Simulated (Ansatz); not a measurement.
**The perfect GaSb wire along [100], 6 atoms a period, H-terminated**

What gap, if any, does the GaSb wire along [100], 6 atoms a period, H-terminated have, and how does it change with the functional?

Main program and level: Ansatz 0.2.0; DFT PBE, plane waves, PAW; relaxation of a wire's period; PAW set soft_1, in the first sound run; inputs show where later runs differ.

## Step 1: Starting point

The cell holds 16 atoms: 3 Ga, 10 H and 3 Sb. Its edges and angles: a = 13.380 Å, b = 13.380 Å, c = 6.210 Å, α = 90.0°, β = 90.0°, γ = 90.0°. Vacuum lies along a and b. The structure's axis is c.

## Step 2: Relaxation of atoms and period

Band widths follow the bond lengths, so the wire is relaxed first. The atoms and the third cell vector are free; the box across stays fixed as vacuum. A Fermi-Dirac smearing is set since the result may be a metal. The pressure printed is a third of the stress's trace over the whole box, vacuum included; only the stress along the axis is relaxed.

Input file input.yaml:

```yaml
crystal:
  lattice:
    - [13.38, 0.0, 0.0]
    - [0.0, 13.38, 0.0]
    - [0.0, 0.0, 6.21]
  atoms:
    - { symbol: Ga, position: [0.554350779, 0.554350779, 0.0] }
    - { symbol: H, position: [0.362806461, 0.362806461, 0.087300649] }
    - { symbol: H, position: [0.622528165, 0.622528165, 0.146894271] }
    - { symbol: Sb, position: [0.438319389, 0.438319389, 0.25] }
    - { symbol: H, position: [0.254110613, 0.622528165, 0.353105729] }
    - { symbol: H, position: [0.622528165, 0.254110613, 0.353105729] }
    - { symbol: Ga, position: [0.322287999, 0.554350779, 0.5] }
    - { symbol: Ga, position: [0.554350779, 0.322287999, 0.5] }
    - { symbol: H, position: [0.513832317, 0.745895097, 0.587300649] }
    - { symbol: H, position: [0.745895097, 0.513832317, 0.587300649] }
    - { symbol: H, position: [0.254110613, 0.486173393, 0.646894271] }
    - { symbol: H, position: [0.486173393, 0.254110613, 0.646894271] }
    - { symbol: Sb, position: [0.438319389, 0.670382169, 0.75] }
    - { symbol: Sb, position: [0.670382169, 0.438319389, 0.75] }
    - { symbol: H, position: [0.362806461, 0.745895097, 0.912699351] }
    - { symbol: H, position: [0.745895097, 0.362806461, 0.912699351] }
kpoints:
  mp_grid: { grid: [1, 1, 13] }
scf:
  occupations: { method: fermi_dirac, width: 0.05 }
hamiltonian:
  xc: pbe
  pseudopotentials: { kind: paw, azcp: { folder: soft_1 } }
relax:
  cell: { fix: [a, b, alpha, beta, gamma] }
  max_steps: 45
  f_tol: 0.03
```

Run with:

```bash
$ ansatz run input.yaml --threads 4 --pin off --max-ram 16384MiB --backend cpu --events-out ev --progress --plain --runs-dir out
```

Numbers of over 12 decimals in the logs are rounded to 6 here.

The program printed:

```text
Engine: ansatz 0.2.0, x86_64-unknown-linux-gnu
Pseudopotentials: kind: paw
Pseudopotential: Ga, paw, valence charge 13, recommended cutoff 420 eV (normal), soft_1/Ga.paw.azcp
Pseudopotential: H, paw, valence charge 1, recommended cutoff 420 eV (normal), soft_1/H.paw.azcp
Pseudopotential: Sb, paw, valence charge 15, recommended cutoff 420 eV (normal), soft_1/Sb.paw.azcp
Functional definition: PBE
  parameter kappa = 0.804
  parameter beta = 0.066725
  exchange = pbe_x(kappa = kappa, mu = beta*pi^2/3)
  correlation = pbe_c(beta = beta)
Crystal: 16 atoms, lattice volume = 1111.742 Å³
Basis set: ecut = 420 eV, 21785 PW (Γ), exchange–correlation on 180×180×90 points (8 copies of the dense FFT grid, shifted against one another)
Bands: 63, of which v1, the nominal top of the filled ones, is band 47 counted from 1 (46 counted from 0)
Symmetry: 2 space group operations
Space group: Cm (ITA 8), of the structure as read, at distance tolerance 1.0e-4 Å
k-points: 7 of 13 (time reversal used)
Non-local potential: Ga, projectors of the file, l = 0: 2, l = 1: 2, l = 2: 3, l = 3: 1
Non-local potential: H, projectors of the file, l = 0: 2, l = 1: 1
Non-local potential: Sb, projectors of the file, l = 0: 2, l = 1: 2, l = 2: 2, l = 3: 1
PAW form: soft (Blöchl's): semilocal exchange-correlation on the pseudo side does not see the compensation charge
PAW one-centre angular grid: Ga, 590 points (default); XC on 64 Gauss nodes
PAW one-centre angular grid: H, 110 points (default); XC on 64 Gauss nodes
PAW one-centre angular grid: Sb, 590 points (default); XC on 64 Gauss nodes
Initial density: superposition of atomic densities (neutral atoms: chi_scale 0, normalization atom)
Initial wavefunctions: pseudopotential atomic-orbital guess
Functional: x = pbe(κ = 0.804, μ = 0.219515), c = pbe(β = 0.066725)
SCF iter   1: F=—  HF=-30961.130655 eV  |F-HF|=—  |Δ(HF+E_count)|=         —  Δρ=2.89e-2  dr2=9.54e0  ethr=3.10e-3  ⟨swp⟩=7.9  Hψ=2104  notcnv=0  defer=10
preconditioner: auto → Resta (q_TF=auto, 1.808 Å⁻¹)  ε∞=1.4  [insulator: Δε(μ)=3.523 eV  Ē_g=13.301 eV  σ=0.050 eV  W_gap=1.00  n_scr=118 (ndim 8)  ℏωp=8.9 eV  f_vac=0.650  D(μ)=0.00/eV (n_scr^D=0)  ε∞_Penn≈1.4  vacuum switching on, ρ_ref=1.3e-2 e/Å³]
SCF iter   2: F=—  HF=-30958.369676 eV  |F-HF|=—  |Δ(HF+E_count)|=    2.76e0  Δρ=1.08e-2  dr2=1.33e0  ethr=3.10e-3  ⟨swp⟩=3.4  Hψ=848  notcnv=0  defer=53
SCF iter   3: F=—  HF=-30958.069880 eV  |F-HF|=—  |Δ(HF+E_count)|=   3.00e-1  Δρ=3.12e-3  dr2=2.16e-1  ethr=1.42e-3  ⟨swp⟩=3.0  Hψ=701  notcnv=0  defer=64
SCF iter   4: F=—  HF=-30958.022747 eV  |F-HF|=—  |Δ(HF+E_count)|=   4.71e-2  Δρ=1.18e-3  dr2=1.47e-2  ethr=2.29e-4  ⟨swp⟩=3.7  Hψ=710  notcnv=0  defer=64
SCF iter   5: F=—  HF=-30958.022205 eV  |F-HF|=—  |Δ(HF+E_count)|=   5.42e-4  Δρ=4.07e-4  dr2=1.01e-3  ethr=1.56e-5  ⟨swp⟩=2.9  Hψ=743  notcnv=0  defer=58
SCF iter   6: F=—  HF=-30958.022539 eV  |F-HF|=—  |Δ(HF+E_count)|=   3.34e-4  Δρ=1.36e-4  dr2=1.54e-4  ethr=1.07e-6  ⟨swp⟩=2.3  Hψ=682  notcnv=0  defer=53
SCF iter   7: F=—  HF=-30958.022577 eV  |F-HF|=—  |Δ(HF+E_count)|=   3.77e-5  Δρ=2.97e-5  dr2=9.58e-6  ethr=1.64e-7  ⟨swp⟩=2.0  Hψ=612  notcnv=0  defer=53
SCF iter   8: F=—  HF=-30958.022510 eV  |F-HF|=—  |Δ(HF+E_count)|=   6.74e-5  Δρ=9.83e-6  dr2=7.19e-7  ethr=1.02e-8  ⟨swp⟩=2.0  Hψ=608  notcnv=0  defer=53
SCF iter   9: F=—  HF=-30958.022510 eV  |F-HF|=—  |Δ(HF+E_count)|=   7.18e-7  Δρ=3.07e-6  dr2=1.16e-7  ethr=1.06e-10  ⟨swp⟩=5.0  Hψ=1580  notcnv=0
SCF iter  10: F=-30958.022510 eV  HF=-30958.022510 eV  |F-HF|=4.07e-9  |Δ(HF+E_count)|=   1.41e-7  Δρ=1.26e-6  dr2=1.60e-8  ethr=1.06e-10  ⟨swp⟩=5.0  Hψ=1530  notcnv=0
SCF 1 converged in 10 iterations: F = -30958.022510 eV  dr2 = 1.60e-8
  greatest PAW one-centre occupation: 0.995 electrons in one spin orbital (limit 2), on the Sb atom at site 13 (counted from 0), in its partial waves of l = 2
relax step   1: F+E_penalty+E_count = -30958.02251038 eV  Δ(F+E_penalty+E_count) = +0.000e0 eV  max|allowed force component| = 9.588e-1 eV/Å  Δτ_max = 0.0000 Å  P = -0.376 GPa  Ω = 1111.742 Å³  fix = [a, b, alpha, beta, gamma]  reactions: a -0.381, b -0.381 GPa; alpha -0.099, beta -0.099, gamma +0.095 GPa/rad  (10 SCF iters, dr2 threshold 1.00e-7 eV, accepted)
Crystal: 16 atoms, lattice volume = 1108.363 Å³
Basis set: ecut = 420 eV, 21705 PW (Γ), exchange–correlation on 180×180×90 points (8 copies of the dense FFT grid, shifted against one another)
Initial density: handed on by an earlier stage of this run
Initial wavefunctions: those handed on with the density
iter 1 solved again at ethr=5.32e-4 eV; its pass at ethr=3.10e-3 eV (dr2=5.00e-1 eV) is discarded
SCF iter   1: F=—  HF=-30958.724679 eV  |F-HF|=—  |Δ(HF+E_count)|=         —  Δρ=8.27e-3  dr2=5.05e-1  ethr=5.32e-4  ⟨swp⟩=2.7  Hψ=2139  notcnv=0
preconditioner: auto → Resta (q_TF=auto, 1.808 Å⁻¹)  ε∞=1.5  [insulator: Δε(μ)=3.552 eV  Ē_g=13.081 eV  σ=0.050 eV  W_gap=1.00  n_scr=118 (ndim 8)  ℏωp=8.9 eV  f_vac=0.701  D(μ)=0.00/eV (n_scr^D=0)  ε∞_Penn≈1.5  vacuum switching on, ρ_ref=1.2e-2 e/Å³]
SCF iter   2: F=—  HF=-30958.627480 eV  |F-HF|=—  |Δ(HF+E_count)|=   9.72e-2  Δρ=4.04e-3  dr2=8.22e-2  ethr=5.32e-4  ⟨swp⟩=4.1  Hψ=820  notcnv=0
SCF iter   3: F=—  HF=-30958.628682 eV  |F-HF|=—  |Δ(HF+E_count)|=   1.20e-3  Δρ=1.07e-3  dr2=1.60e-2  ethr=8.74e-5  ⟨swp⟩=3.0  Hψ=750  notcnv=0  defer=66
SCF iter   4: F=—  HF=-30958.626185 eV  |F-HF|=—  |Δ(HF+E_count)|=   2.50e-3  Δρ=2.62e-4  dr2=9.11e-4  ethr=1.70e-5  ⟨swp⟩=2.0  Hψ=610  notcnv=0  defer=66
SCF iter   5: F=—  HF=-30958.626119 eV  |F-HF|=—  |Δ(HF+E_count)|=   6.56e-5  Δρ=8.21e-5  dr2=6.47e-5  ethr=9.69e-7  ⟨swp⟩=2.0  Hψ=665  notcnv=0  defer=66
SCF iter   6: F=—  HF=-30958.626144 eV  |F-HF|=—  |Δ(HF+E_count)|=   2.51e-5  Δρ=2.88e-5  dr2=1.11e-5  ethr=6.88e-8  ⟨swp⟩=2.0  Hψ=599  notcnv=0  defer=66
SCF iter   7: F=-30958.626145 eV  HF=-30958.626145 eV  |F-HF|=2.69e-8  |Δ(HF+E_count)|=   1.01e-6  Δρ=9.14e-6  dr2=6.84e-7  ethr=1.70e-9  ⟨swp⟩=3.3  Hψ=1708  notcnv=0
SCF 2 converged in 7 iterations: F = -30958.626145 eV  dr2 = 6.84e-7
relax step   2: F+E_penalty+E_count = -30958.62614547 eV  Δ(F+E_penalty+E_count) = -6.036e-1 eV  max|allowed force component| = 3.958e-1 eV/Å  Δτ_max = 0.1949 Å  P = -0.082 GPa  Ω = 1108.363 Å³  energy of the carried Pulay correction = +3.624e-4 eV  fix = [a, b, alpha, beta, gamma]  reactions: a -0.110, b -0.110 GPa; alpha -0.072, beta -0.072, gamma -0.057 GPa/rad  (7 SCF iters, dr2 threshold 1.60e-6 eV, accepted)
Crystal: 16 atoms, lattice volume = 1109.456 Å³
[...]
relax step   4: F+E_penalty+E_count = -30958.70336386 eV  Δ(F+E_penalty+E_count) = -2.307e-2 eV  max|allowed force component| = 1.247e-1 eV/Å  Δτ_max = 0.2000 Å  P = +0.032 GPa  Ω = 1110.662 Å³  energy of the carried Pulay correction = +1.157e-4 eV  fix = [a, b, alpha, beta, gamma]  reactions: a +0.035, b +0.035 GPa; alpha -0.022, beta -0.022, gamma +0.006 GPa/rad  (7 SCF iters, dr2 threshold 1.39e-6 eV, accepted)
[...]
relax step   5: F+E_penalty+E_count = -30958.71137890 eV  Δ(F+E_penalty+E_count) = -8.015e-3 eV  max|allowed force component| = 3.979e-2 eV/Å  Δτ_max = 0.0749 Å  P = +0.005 GPa  Ω = 1111.611 Å³  energy of the carried Pulay correction = +1.400e-5 eV  fix = [a, b, alpha, beta, gamma]  reactions: a -0.000, b -0.000 GPa; alpha +0.016, beta +0.016, gamma +0.019 GPa/rad  (6 SCF iters, dr2 threshold 9.71e-7 eV, accepted)
[...]
relax step   6: F+E_penalty+E_count = -30958.71503385 eV  Δ(F+E_penalty+E_count) = -3.655e-3 eV  max|allowed force component| = 3.457e-2 eV/Å  Δτ_max = 0.0509 Å  P = +0.015 GPa  Ω = 1115.052 Å³  energy of the carried Pulay correction = -3.541e-4 eV  fix = [a, b, alpha, beta, gamma]  reactions: a +0.013, b +0.013 GPa; alpha -0.004, beta -0.004, gamma -0.003 GPa/rad  (7 SCF iters, dr2 threshold 9.89e-8 eV, accepted)
[...]
relax step   7: F+E_penalty+E_count = -30958.71619479 eV  Δ(F+E_penalty+E_count) = -1.161e-3 eV  max|allowed force component| = 2.748e-2 eV/Å  Δτ_max = 0.0512 Å  P = -0.001 GPa  Ω = 1117.962 Å³  energy of the carried Pulay correction = -6.644e-4 eV  fix = [a, b, alpha, beta, gamma]  reactions: a -0.007, b -0.007 GPa; alpha -0.015, beta -0.015, gamma -0.005 GPa/rad  (6 SCF iters, dr2 threshold 7.47e-8 eV, accepted)
Initial wavefunctions: pseudopotential atomic-orbital guess (no wavefunctions were taken with the density)
iter 1 solved again at ethr=1.36e-6 eV; its pass at ethr=3.10e-3 eV (dr2=1.28e-3 eV) is discarded
SCF iter   1: F=—  HF=-30958.711643 eV  |F-HF|=—  |Δ(HF+E_count)|=         —  Δρ=5.79e-5  dr2=1.01e-6  ethr=1.36e-6  ⟨swp⟩=3.6  Hψ=3370  notcnv=0
eigensolver tolerance schedule: the retry pair's looser diagonalisation over-reported the residual by 1264.38 of it (diagonalisation noise at 1.25 of the residual, at the tolerance the schedule requests for it); recorded, not acted on — ethr = c·dr2/N_el stays at c = 1.0e-1
preconditioner: auto → Resta (q_TF=auto, 1.806 Å⁻¹)  ε∞=1.5  [insulator: Δε(μ)=3.695 eV  Ē_g=13.182 eV  σ=0.050 eV  W_gap=1.00  n_scr=118 (ndim 8)  ℏωp=8.9 eV  f_vac=0.702  D(μ)=0.00/eV (n_scr^D=0)  ε∞_Penn≈1.5  vacuum switching on, ρ_ref=1.3e-2 e/Å³]
SCF iter   2: F=—  HF=-30958.715021 eV  |F-HF|=—  |Δ(HF+E_count)|=   3.38e-3  Δρ=2.90e-5  dr2=2.64e-7  ethr=1.08e-9  ⟨swp⟩=3.1  Hψ=959  notcnv=0
SCF iter   3: F=—  HF=-30958.716705 eV  |F-HF|=—  |Δ(HF+E_count)|=   1.68e-3  Δρ=5.35e-6  dr2=1.06e-7  ethr=2.81e-10  ⟨swp⟩=3.0  Hψ=965  notcnv=0
SCF iter   4: F=—  HF=-30958.716807 eV  |F-HF|=—  |Δ(HF+E_count)|=   1.02e-4  Δρ=1.33e-6  dr2=1.07e-8  ethr=1.12e-10  ⟨swp⟩=2.1  Hψ=666  notcnv=0
SCF iter   5: F=—  HF=-30958.716817 eV  |F-HF|=—  |Δ(HF+E_count)|=   9.44e-6  Δρ=4.94e-7  dr2=2.06e-9  ethr=1.14e-11  ⟨swp⟩=2.0  Hψ=770  notcnv=0
SCF iter   6: F=—  HF=-30958.716819 eV  |F-HF|=—  |Δ(HF+E_count)|=   2.31e-6  Δρ=1.27e-7  dr2=2.76e-10  ethr=2.19e-12  ⟨swp⟩=2.7  Hψ=670  notcnv=0
SCF iter   7: F=-30958.716819 eV  HF=-30958.716819 eV  |F-HF|=4.37e-11  |Δ(HF+E_count)|=  2.47e-10  Δρ=4.71e-8  dr2=3.00e-11  ethr=1.00e-12  ⟨swp⟩=5.0  Hψ=1458  notcnv=0
SCF 8 converged in 7 iterations: F = -30958.716819 eV  dr2 = 3.00e-11
relax step   8: F+E_penalty+E_count = -30958.71681889 eV  Δ(F+E_penalty+E_count) = -6.241e-4 eV  max|allowed force component| = 2.744e-2 eV/Å  Δτ_max = 0.0000 Å  P = -0.000 GPa  Ω = 1117.962 Å³  fix = [a, b, alpha, beta, gamma]  reactions: a -0.006, b -0.006 GPa; alpha -0.015, beta -0.015, gamma -0.005 GPa/rad  stress off target by 1.16e-2 GPa on what of the cell is left free  SCF on the basis re-selected at this cell (its energy is not comparable with the rows above)  (7 SCF iters)
basis re-selected at this cell: Δ(F+E_penalty+E_count) = -6.241e-4 eV, ΔP = +0.000 GPa vs the last step (what re-selecting the basis moved, of the pressure what is left beyond the Pulay correction that the steps carried, after the strain that the cell walked since its last selection, with what the two solves' SCF thresholds leave and, on support functions, any second-order correction that the steps lacked; it is no m [...]
SCF converged after 7 iterations
Free energy (F): -30958.716819 eV
Harris-Foulkes:  -30958.716819 eV  (|F-HF|=4.37e-11)
Internal energy: -30958.716819 eV  (E = F + TS)
E sigma→0 (E₀):  -30958.716819 eV
Fermi energy:    -2.198280 eV
--- Per-component energies (eV) ---
  E_band       = -1702.303747
  E_kinetic    = 949.892578
  E_local      = -30601.434188  (includes V_loc(G=0)·N_el)
  E_nonlocal   = 901.323218
  E_hartree    = 14952.372130
  E_xc         = -566.496798
  E_vxc        = -543.167401  (∫ρ·V_xc dr)
  E_paw        = -19619.427258  (= ΣΔE_a)
  E_vpaw       = -2313.653169  (= ΣTr[D̂ρ^β])
  E_aug_tail   = -0.009475  (compensation charges beyond the density's cutoff)
  E_ewald      = 3025.062974
  E_smearing   = -0.000000  (= −TS)
  E_closure    = 0.000000  (closes the sum)
  Σ components = -30958.716819   (vs F -30958.716819, Δ=0.00e0)
--- Forces (eV/Å), atoms counted from 1 ---
  atom   1  Ga    -0.02744194    -0.02744194    -0.01734407
  atom   2  H     -0.00817004    -0.00817004    -0.00377849
  atom   3  H      0.01937337     0.01937337     0.01688073
  atom   4  Sb     0.01194751     0.01194751    -0.00570182
  atom   5  H      0.00848286    -0.00923954     0.00339310
  atom   6  H     -0.00923954     0.00848286     0.00339310
  atom   7  Ga    -0.01644833    -0.00671420    -0.00433716
  atom   8  Ga    -0.00671420    -0.01644833    -0.00433716
  atom   9  H      0.00050861    -0.00132456     0.00994462
  atom  10  H     -0.00132456     0.00050861     0.00994462
  atom  11  H      0.00903200     0.01433901    -0.01030133
  atom  12  H      0.01433901     0.00903200    -0.01030133
  atom  13  Sb     0.00588022     0.00265416     0.00683816
  atom  14  Sb     0.00265416     0.00588022     0.00683816
  atom  15  H      0.00026559    -0.00314337    -0.00056591
  atom  16  H     -0.00314337     0.00026559    -0.00056591
  max |Σ_I F_I| component: 1.35e-6 eV/Å
--- Stress (GPa, compression-positive) ---
       -0.006248       0.004720       0.015236
        0.004720      -0.006248       0.015236
        0.015236       0.015236       0.011589
  P = ⅓ Tr σ = -0.0003 GPa (-0.003 kbar)
--- Relaxed structure (7 steps of the walk, 7 accepted, 1 SCFs on fresh bases) ---
  F+E_penalty+E_count = -30958.71681889 eV   max|allowed force component| = 2.744e-2 eV/Å   (the final SCF, on the basis selected at the relaxed cell)
  cell:  # Å, volume = 1117.9618 Å³
    - [13.38, 0, 0]
    - [0, 13.38, 0]
    - [0, 0, 6.244745]
  atoms:
    - { symbol: Ga, position: [0.561025, 0.561025, 0.024766] }
    - { symbol: H, position: [0.382442, 0.382442, 0.089987] }
    - { symbol: H, position: [0.634705, 0.634705, 0.137385] }
    - { symbol: Sb, position: [0.448420, 0.448420, 0.277685] }
    - { symbol: H, position: [0.263771, 0.637142, 0.330107] }
    - { symbol: H, position: [0.637142, 0.263771, 0.330107] }
    - { symbol: Ga, position: [0.306787, 0.555338, 0.482719] }
    - { symbol: Ga, position: [0.555338, 0.306787, 0.482719] }
    - { symbol: H, position: [0.501066, 0.738371, 0.617487] }
    - { symbol: H, position: [0.738371, 0.501066, 0.617487] }
    - { symbol: H, position: [0.244637, 0.484389, 0.629619] }
    - { symbol: H, position: [0.484389, 0.244637, 0.629619] }
    - { symbol: Sb, position: [0.432689, 0.651941, 0.756668] }
    - { symbol: Sb, position: [0.651941, 0.432689, 0.756668] }
    - { symbol: H, position: [0.369422, 0.736553, 0.910586] }
    - { symbol: H, position: [0.736553, 0.369422, 0.910586] }
```

The job ended after 42 s (4 threads of Intel Xeon 6975P-C (Granite Rapids), shared host; peak memory 1.9 GiB).

Step by step:

| step | energy less that of the first step (eV) | largest force component (eV/Å) | pressure (GPa) | volume (Å³) |
| --- | --- | --- | --- | --- |
| 1 | 0.0000 | 0.9588 | -0.38 | 1111.74 |
| 2 | -0.6036 | 0.3958 | -0.08 | 1108.36 |
| 3 | -0.6578 | 0.1492 | -0.01 | 1109.46 |
| 4 | -0.6809 | 0.1247 | 0.03 | 1110.66 |
| 5 | -0.6889 | 0.0398 | 0.00 | 1111.61 |
| 6 | -0.6925 | 0.0346 | 0.01 | 1115.05 |
| 7 | -0.6937 | 0.0275 | 0.00 | 1117.96 |
| 8* | -0.6943 | 0.0274 | 0.00 | 1117.96 |

Relaxation steps marked * repeat the geometry before them on a plane-wave basis chosen anew for their cell, so energy and pressure can jump there.

Forces are held to the 2 operations that the run works with; a distortion that breaks them can't arise in this run.

| cell as run | before | after | change |
| --- | --- | --- | --- |
| c (Å) | 6.210 | 6.245 | +0.6 % |

The atoms that moved most (Å, along periodic axes as changes of fractional coordinates times the final cell, across vacuum about the mean position):

| atom | dx | dy | dz | length |
| --- | --- | --- | --- | --- |
| H2 | 0.263 | 0.263 | 0.017 | 0.372 |
| H5 | 0.129 | 0.196 | -0.144 | 0.275 |
| H6 | 0.196 | 0.129 | -0.144 | 0.275 |
| H9 | -0.171 | -0.101 | 0.189 | 0.274 |
| H10 | -0.101 | -0.171 | 0.189 | 0.274 |
| Sb14 | -0.247 | -0.075 | 0.042 | 0.261 |
| Sb13 | -0.075 | -0.247 | 0.042 | 0.261 |
| Sb4 | 0.135 | 0.135 | 0.173 | 0.258 |

Numbers from this step:

| Item | Value |
| --- | --- |
| cell length along the wire | 6.245 Å |

The cell's length comes to 6.245 Å with spin left out.

(Part 1 of 2 ends here.)

[Logs are printed without paths, hosts, clocks, repeated set-up lines and the standing remarks that a program may print on its own settings, such as how far it seeks lower states.]

[Hosts, paths, dates, database ids (printed as entryN), source tags and the programs' standing remarks are cut or masked in the printed files.]
